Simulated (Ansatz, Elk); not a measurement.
# Bonding as seen by X-rays: Fe2CuP2

Structure refinements treat a crystal as free atoms side by side. For a made-up structure of Fe2CuP2 (cell and positions from a PBEsol relaxation) the runs below show what the calculated density changes in F(hkl).

Calculated with Elk 11.2.3 (patched build); DFT, PBE, all-electron APW+lo, Dirac cores, scalar-relativistic bands, static density, no spin.

The structure was built from a prototype and need not be the compound's stable phase.

**1. The starting structure**

The structure is tetragonal, space group I4/mmm (No. 139). Conventional cell: a = 2.644 Å, b = 2.644 Å, c = 17.294 Å, α = 90.00°, β = 90.00°, γ = 90.00°. Cu has 2 P at 2.22 Å nearest. Fe has 4 P at 2.23 Å nearest. Nearest to P lie 1 Cu at 2.22 Å and 4 Fe at 2.23 Å. Farther neighbours are not listed.

**2. Ground state and structure factors**

An all-electron density is needed, since X-rays see the cores too. Task 0 finds the density and task 195 Fourier-transforms it; tshift is off so that phases refer to the origin typed.

The input, elk.in:

```
tasks
  0
  195

xctype
  20

spinpol
  .false.

rgkmax
  7.0

gmaxvr
  14.0

lmaxo
  7

lmaxapw
  8

swidth
  0.002

tshift
  .false.

ramdisk
  .false.

hmaxvr
  5.5

maxscl
  120

epspot
  1e-06

sppath
  './'

avec
  -2.49842003067 2.49842003067 16.34083373545
  2.49842003067 -2.49842003067 16.34083373545
  2.49842003067 2.49842003067 -16.34083373545

atoms
  3
  'Cu.in'
  1
  0.0000000000 0.0000000000 -0.0000000000   0.000000 0.000000 0.000000
  'Fe.in'
  2
  0.3012904095 0.3012904095 -0.0000000000   0.000000 0.000000 0.000000
  0.6987095905 0.6987095905 -0.0000000000   0.000000 0.000000 0.000000
  'P.in'
  2
  0.8713964927 0.8713964927 -0.0000000000   0.000000 0.000000 0.000000
  0.1286035073 0.1286035073 0.0000000000   0.000000 0.000000 0.000000

ngridk
  12 12 12
```

On the command line:

```console
> OMP_NUM_THREADS=4 elk
```

Numbers of over 12 decimals in the logs are rounded to 6 here.

The log of the run:

```text
┌─────────────────────────┐
│ Elk code version 11.2.3 │
└─────────────────────────┘

All units are atomic (Hartree, Bohr, etc.)

┌─────────────────────────────────────────────────┐
│ Ground-state run starting from atomic densities │
└─────────────────────────────────────────────────┘

Lattice vectors :
  -2.498420031       2.498420031       16.34083374
   2.498420031      -2.498420031       16.34083374
   2.498420031       2.498420031      -16.34083374

Reciprocal lattice vectors :
 -0.2733738208E-17   1.257431743      0.1922541227
   1.257431743     -0.2733738208E-17  0.1922541227
   1.257431743       1.257431743      0.5934916365E-17

Unit cell volume      :    408.0046462
Brillouin zone volume :   0.6079592861

Muffin-tin inner radius fraction :   0.1000000000E-01

Nuclei treated as point charges

Species : 1 (Cu)
 parameters loaded from : Cu.in
 name : copper
 nuclear charge    :   -29.00000000
 electronic charge :    29.00000000
 atomic mass :    115837.2717
 muffin-tin radius :    2.166770641
 number of radial points in muffin-tin :    993
 inner part over the whole radius :   0.9880058026E-02
 number on inner part of muffin-tin    :    699
 approximate nuclear radius :   0.7406004541E-04
 number of mesh points to nuclear radius :    338
 atomic positions (lattice), magnetic fields (Cartesian) :
  1 :   0.00000000  0.00000000  0.00000000    0.00000000  0.00000000  0.00000000

Species : 2 (Fe)
 parameters loaded from : Fe.in
 name : iron
 nuclear charge    :   -26.00000000
 electronic charge :    26.00000000
 atomic mass :    101799.2075
 muffin-tin radius :    2.276852251
 number of radial points in muffin-tin :    993
 inner part over the whole radius :   0.9894833042E-02
 number on inner part of muffin-tin    :    699
 approximate nuclear radius :   0.7160107270E-04
 number of mesh points to nuclear radius :    333
 atomic positions (lattice), magnetic fields (Cartesian) :
  1 :   0.30129041  0.30129041  0.00000000    0.00000000  0.00000000  0.00000000
  2 :  -0.30129041 -0.30129041  0.00000000    0.00000000  0.00000000  0.00000000

Species : 3 (P)
 parameters loaded from : P.in
 name : phosphorus
 nuclear charge    :   -15.00000000
 electronic charge :    15.00000000
 atomic mass :    56461.71230
 muffin-tin radius :    1.884291067
 number of radial points in muffin-tin :    793
 inner part over the whole radius :   0.9883129936E-02
 number on inner part of muffin-tin    :    551
 approximate nuclear radius :   0.6081821256E-04
 number of mesh points to nuclear radius :    251
 atomic positions (lattice), magnetic fields (Cartesian) :
  1 :  -0.12860351 -0.12860351  0.00000000    0.00000000  0.00000000  0.00000000
  2 :   0.12860351  0.12860351  0.00000000    0.00000000  0.00000000  0.00000000

Total number of atoms per unit cell :    5
Total muffin-tin volume :    197.5432226
 ratio of muffin-tin to unit cell volume :   0.4841690516

Spin treatment :
 spin-unpolarised

Number of Bravais lattice symmetries :   16
Number of crystal symmetries         :   16
Crystal has inversion symmetry
Real symmetric eigensolver will be used

k-point grid :     12    12    12
k-point offset :    0.000000000       0.000000000       0.000000000
k-point set is reduced with full crystal symmetry group
Total number of k-points :      163

Muffin-tin radius times maximum |G+k| :    7.000000000
 using average radius
Maximum |G+k| for APW functions       :    3.336810838
Maximum (1/2)|G+k|²                   :    5.567153285
Maximum |G| for potential and density :    14.00000000
Constant for pseudocharge density :    8
 order of it for each species :   15  15  15
 order of it for pair densities of each species (exact exchange by exxq0 0: 16) :   10  12   7
Radial integration step length :    1

G-vector grid sizes :     75    75    75
Number of G-vectors :    18889

Maximum angular momentum used for
 APW functions            :    8
 outer part of muffin-tin :    7
 inner part of muffin-tin :    2

Total nuclear charge    :   -111.0000000
[...]
electron entropic           :    -0.23855391869549E-02
 total energy                :     -4877.7343530895

Density of states at Fermi energy :    184.6489761
 (states/Hartree/unit cell)

Estimated indirect band gap :   0.3587976041E-04
 from k-point 78 to k-point 13
Estimated direct band gap   :   0.1584220591E-02
 at k-point 72

Charges :
 core                        :    52.00000000
 valence                     :    59.00000000
 interstitial                :    8.122354095
 muffin-tins (core leakage)
  species : 1 (Cu)
   atom 1                    :    24.47862563     (  0.6150629070E-03)
  species : 2 (Fe)
[...]
species : 3 (P)
[...]
total in muffin-tins        :    102.8776459
 total calculated charge     :    110.9946049
 total charge                :    111.0000000
 error                       :   0.5395148430E-02

RMS change in Kohn-Sham potential (target) :    1.906652266     (  0.1000000000E-05)
Absolute change in total energy (target)   :    18.40724835     (  0.1000000000E-03)

[... loops 3 to 19 left out ...]

┌──────────────────┐
│ Loop number : 20 │
└──────────────────┘

Energies :
 Fermi                       :     0.359148
 sum of occupied eigenvalues :     -2790.5425408540
 electron kinetic            :      4950.4590583021
 core electron kinetic       :      4467.2711384766
 Coulomb                     :     -9609.1882433954
 Coulomb potential           :     -7447.6238375501
 nuclear-nuclear             :     -804.45839806358
 electron-nuclear            :     -10188.354174463
 Hartree                     :      1383.6243291314
 Madelung                    :     -5885.3763246203
 xc potential                :     -293.37776160596
 exchange                    :     -221.04471663982
 correlation                 :     -5.082125
 electron entropic           :    -0.72419772600006E-03
 total energy                :     -4884.8567510902

Density of states at Fermi energy :    49.79114397
 (states/Hartree/unit cell)

Estimated indirect band gap :   0.1084010236E-03
 from k-point 30 to k-point 101
Estimated direct band gap   :   0.3699239883E-02
 at k-point 101

Charges :
 core                        :    52.00000000
 valence                     :    59.00000000
 interstitial                :    7.806979015
 muffin-tins (core leakage)
  species : 1 (Cu)
[...]
species : 2 (Fe)
[...]
species : 3 (P)
[...]
total in muffin-tins        :    103.1930210
 total calculated charge     :    110.9946914
 total charge                :    111.0000000
 error                       :   0.5308616924E-02

RMS change in Kohn-Sham potential (target) :   0.6819965590E-06 (  0.1000000000E-05)
Absolute change in total energy (target)   :   0.7649891813E-05 (  0.1000000000E-03)

Convergence targets achieved

┌──────────────────┐
│ Loop number : 21 │
└──────────────────┘

Energies :
 Fermi                       :     0.359148
 sum of occupied eigenvalues :     -2790.5425456141
 electron kinetic            :      4950.4590687042
 core electron kinetic       :      4467.2711365346
 Coulomb                     :     -9609.1882554160
 Coulomb potential           :     -7447.6238234379
 nuclear-nuclear             :     -804.45839806358
 electron-nuclear            :     -10188.354212694
 Hartree                     :      1383.6243553419
 Madelung                    :     -5885.3763436970
 xc potential                :     -293.37779088038
 exchange                    :     -221.04471777544
 correlation                 :     -5.082125
 electron entropic           :    -0.72419763150221E-03
 total energy                :     -4884.8567538517

Density of states at Fermi energy :    49.79114398
 (states/Hartree/unit cell)

Estimated indirect band gap :   0.1084002275E-03
 from k-point 30 to k-point 101
Estimated direct band gap   :   0.3699252438E-02
 at k-point 101

Charges :
 core                        :    52.00000000
 valence                     :    59.00000000
 interstitial                :    7.806978514
 muffin-tins (core leakage)
  species : 1 (Cu)
[...]
species : 2 (Fe)
[...]
atom 2                    :    25.22826659     ( -0.2227797662E-06)
  species : 3 (P)
   atom 1                    :    12.48220081     (  0.1982331921E-02)
   atom 2                    :    12.48220081     (  0.1982331921E-02)
 total in muffin-tins        :    103.1930215
 total calculated charge     :    110.9946914
 total charge                :    111.0000000
 error                       :   0.5308617049E-02

┌──────────────────────────────┐
│ Self-consistent loop stopped │
└──────────────────────────────┘

Warning : core states of species 1 leak from the muffin-tin :   0.5762740192E-03

Warning : core states of species 3 leak from the muffin-tin :   0.1982331921E-02

Wrote STATE.OUT
```

Elapsed: 2.6 min, on 4 threads of Arm Neoverse V1, shared host; peak memory 0.28 GiB.

SFACRHO.OUT:

```text

h k l indices transformed by vhmat matrix:
   1.000000000       0.000000000       0.000000000    
   0.000000000       1.000000000       0.000000000    
   0.000000000       0.000000000       1.000000000    

      h      k      l  multipl.   |H|            Re(F)            Im(F)           |F|

      0      0      0      1   0.0000000       111.00000      0.73993429E-16   111.00000    
      1      1     -1      2  0.38450825      -13.396927     -0.16986606E-13   13.396927    
      2      2     -2      2  0.76901649       14.052840      0.17163550E-13   14.052840    
     -3     -3      3      2   1.1535247       42.379160     -0.16986606E-13   42.379160    
      1      0     -1      8   1.2720441       25.336538     -0.14155505E-14   25.336538    
      2      1     -1      8   1.3833978       40.181302      0.21233257E-13   40.181302    
      4      4     -4      2   1.5380330       8.9386292     -0.72546962E-13   8.9386292    
     -3     -2      3      8   1.5827747      -27.387853      0.26895459E-13   27.387853    
     -1      1      0      4   1.7782770       74.204388      0.39243497E-14   74.204388    
     -1     -1      0      8   1.8193724      -8.0935245      0.99088533E-14   8.0935245    
      4      3     -4      8   1.8418076       61.448113      0.34680987E-13   61.448113    
      5      5     -5      2   1.9225412       49.523477      0.62284221E-13   49.523477    
      1      3     -2      8   1.9374353       11.938499      0.21764089E-13   11.938499    
     -2     -4      3      8   2.1196435       32.468988     -0.84933029E-14   32.468988    
      4      5     -5      8   2.1389315       20.341065     -0.22648808E-13   20.341065    
      6      6     -6      2   2.3070495      -19.880695     -0.25833796E-13   19.880695    
     -5     -3      4      8   2.3511305       8.0631988      0.59453120E-13   8.0631988    
      5      6     -5      8   2.4603849      -7.3372836     -0.84933029E-14   7.3372836
```

Elk indexes on the primitive cell of elk.in and gives |H| = 4π sin θ/λ in inverse bohr. Below, one row stands for each form hkl of the conventional cell (m members, Friedel mates merged), F is for one primitive cell and the density is static (no thermal factor). Free-atom factors are Waasmaier and Kirfel's, and R is Σm||F|−|F'||/Σm|F|.

```tsv
hkl	m	sin θ/λ (Å⁻¹)	abs F, DFT	neutral atoms	diff.
002	2	0.058	13.397	13.133	+0.264
004	2	0.116	14.053	14.195	-0.143
006	2	0.173	42.379	42.375	+0.004
101	8	0.191	25.337	25.521	-0.184
103	8	0.208	40.181	40.501	-0.320
008	2	0.231	8.939	9.316	-0.378
105	8	0.238	27.388	27.238	+0.150
110	4	0.267	74.204	74.740	-0.535
112	8	0.274	8.094	8.096	-0.002
107	8	0.277	61.448	62.210	-0.762
0 0 10	2	0.289	49.523	50.404	-0.880
114	8	0.291	11.938	12.295	-0.357
116	8	0.319	32.469	32.946	-0.477
109	8	0.322	20.341	20.588	-0.247
```

**3. The highest occupied states alone**

An energy window below the Fermi level keeps the highest occupied states, to see at which angles they scatter; shallow core shells can lie inside it and anion s states outside. No new self-consistency is needed.

elk.in: that of step 2 with these lines changed.

```diff
@@ -1,3 +1,2 @@
 tasks
-  0
   195
@@ -40,2 +39,5 @@
 
+wsfac
+  -0.008350 0.659150
+
 sppath
```

On the command line:

```console
> OMP_NUM_THREADS=4 elk
```

The log of the run:

```text
┌─────────────────────────────────┐
│ Elk code version 11.2.3 started │
└─────────────────────────────────┘

Info(readinput): the functional depends on the density's gradient
 muffin-tin radial points multiplied by    2.00000
 (not where nrmtscf is given)

┌────────────────────┐
│ Current task : 195 │
└────────────────────┘
Info(checkmt): changed muffin-tin radius of species 1 (Cu) from   2.4000 to   2.1668
Info(checkmt): changed muffin-tin radius of species 2 (Fe) from   2.4000 to   2.2769
Info(checkmt): changed muffin-tin radius of species 3 (P) from   2.2000 to   1.8843

Info(sfacrho): density structure factors written to SFACRHO.OUT

 Energy window :  -0.8350000000E-02  0.6591500000

┌──────────────────┐
│ Elk code stopped │
└──────────────────┘
```

Wall time 11 s (4 threads); peak memory 0.19 GiB; 22 s of CPU time.

States within 10 eV below the Fermi level hold 33.36 electrons; any levels below the window count with the cores, and a count that is not whole means the window cuts a band. Their amplitudes can exceed the total, where window and core parts have opposite phase:

```tsv
hkl	sin θ/λ (Å⁻¹)	abs F, window	abs F, all
002	0.058	1.425	13.397
004	0.116	8.542	14.053
006	0.173	10.641	42.379
101	0.191	5.465	25.337
103	0.208	12.047	40.181
008	0.231	0.819	8.939
105	0.238	1.128	27.388
110	0.267	11.245	74.204
112	0.274	0.856	8.094
107	0.277	9.088	61.448
```

**4. Another functional**

The difference from free atoms is small, so it is set against the change that LDA (Perdew-Wang) makes.

elk.in: that of step 3 with these lines changed.

```diff
@@ -1,2 +1,3 @@
 tasks
+  0
   195
@@ -4,3 +5,3 @@
 xctype
-  20
+  3
 
@@ -39,5 +40,2 @@
 
-wsfac
-  -0.008350 0.659150
-
 sppath
```

On the command line:

```console
> OMP_NUM_THREADS=4 elk
```

The log of the run:

```text
┌─────────────────────────┐
│ Elk code version 11.2.3 │
└─────────────────────────┘

All units are atomic (Hartree, Bohr, etc.)

┌─────────────────────────────────────────────────┐
│ Ground-state run starting from atomic densities │
└─────────────────────────────────────────────────┘

Lattice vectors :
  -2.498420031       2.498420031       16.34083374
   2.498420031      -2.498420031       16.34083374
   2.498420031       2.498420031      -16.34083374

Reciprocal lattice vectors :
 -0.2733738208E-17   1.257431743      0.1922541227
[...]
species : 3 (P)
   atom 1                    :    12.48749835     (  0.2020131520E-02)
   atom 2                    :    12.48749835     (  0.2020131520E-02)
 total in muffin-tins        :    103.2508781
 total calculated charge     :    110.9945784
 total charge                :    111.0000000
 error                       :   0.5421616954E-02

┌──────────────────────────────┐
│ Self-consistent loop stopped │
└──────────────────────────────┘

Warning : core states of species 1 leak from the muffin-tin :   0.6013233501E-03

Warning : core states of species 3 leak from the muffin-tin :   0.2020131520E-02

Wrote STATE.OUT
[key lines of the parts left out:]
total energy                :     -4875.7128828360
```

Elapsed: 93 s, on 4 threads; peak memory 0.21 GiB; 5.5 min of CPU time.

Against the first run R = 0.09 %; the largest change is -0.046 at 200.

**5. Basis size**

The basis and the expansions that go with it are enlarged, to see whether the differences are converged.

elk.in: that of step 4 with these lines changed.

```diff
@@ -5,3 +5,3 @@
 xctype
-  3
+  20
 
@@ -11,12 +11,12 @@
 rgkmax
-  7.0
+  8.5
 
 gmaxvr
-  14.0
+  18.0
 
 lmaxo
-  7
+  9
 
 lmaxapw
-  8
+  10
```

On the command line:

```console
> OMP_NUM_THREADS=4 elk
```

The log of the run:

```text
┌─────────────────────────┐
│ Elk code version 11.2.3 │
└─────────────────────────┘

All units are atomic (Hartree, Bohr, etc.)

┌─────────────────────────────────────────────────┐
│ Ground-state run starting from atomic densities │
└─────────────────────────────────────────────────┘

Lattice vectors :
  -2.498420031       2.498420031       16.34083374
   2.498420031      -2.498420031       16.34083374
   2.498420031       2.498420031      -16.34083374

Reciprocal lattice vectors :
 -0.2733738208E-17   1.257431743      0.1922541227
[...]
species : 3 (P)
   atom 1                    :    12.48400842     (  0.1982901994E-02)
   atom 2                    :    12.48400842     (  0.1982901994E-02)
 total in muffin-tins        :    103.2160881
 total calculated charge     :    110.9954672
 total charge                :    111.0000000
 error                       :   0.4532806340E-02

┌──────────────────────────────┐
│ Self-consistent loop stopped │
└──────────────────────────────┘

Warning : core states of species 1 leak from the muffin-tin :   0.5770890190E-03

Warning : core states of species 3 leak from the muffin-tin :   0.1982901994E-02

Wrote STATE.OUT
[key lines of the parts left out:]
total energy                :     -4884.8699716898
```

The job ended after 6 min (4 threads; peak memory 0.5 GiB; 22 min of CPU time).

Against the first run R = 0.01 %; the largest change is -0.010 at 217.

**6. Settings against the effect**

```tsv
run	R against the first run (%)	R against neutral atoms, low angle (%)	wall time
PBE, rgkmax 7	0.00	1.01	2.6 min
LDA (Perdew-Wang)	0.09	1.03	93 s
rgkmax 8.5 with larger expansions	0.01	1.00	6 min
```

**7. What came out**

```json
{"R against neutral atoms, sin θ/λ < 0.3 Å⁻¹": "1.01 %", "R against neutral atoms, 0.3 to 0.82 Å⁻¹": "0.43 %"}
```

**Reading.** Independent neutral atoms miss the calculated amplitudes by R = 1.01 % below 0.3 Å⁻¹ and 0.43 % from there to 0.82 Å⁻¹; by shells, 1.48 % below 0.15 Å⁻¹ (2 forms), 1.00 % 0.15 to 0.3 (10 forms), 0.60 % 0.3 to 0.45 (17 forms), 0.39 % above 0.45 (92 forms). Bonding, aspherical density and the tables' own atoms all enter these figures, and the runs don't part them. The largest change of an amplitude is -0.88 electrons, at 0 0 10. The window's part falls from 33.4 electrons at the origin to at most 4.31 between 0.45 and 0.82 Å⁻¹, where compact states inside the window still scatter. Below 0.3 Å⁻¹ the changes that finished (LDA (Perdew-Wang) and rgkmax 8.5 with larger expansions) move F by R = 0.03 % at most, against the 1.01 % that separates it from free atoms. The k-mesh has no finished test. These runs have no spin, though d or f shells may be open. Part of the difference isn't bonding: the tables are fits to free atoms and ions calculated by other methods than this functional. Thermal motion, anomalous dispersion and extinction are left out.

[Logs are printed without paths, hosts, clocks, repeated set-up lines and the standing remarks that a program may print on its own settings, such as how far it seeks lower states.]

[Hosts, paths, dates, database ids (printed as entryN), source tags and the programs' standing remarks are cut or masked in the printed files.]
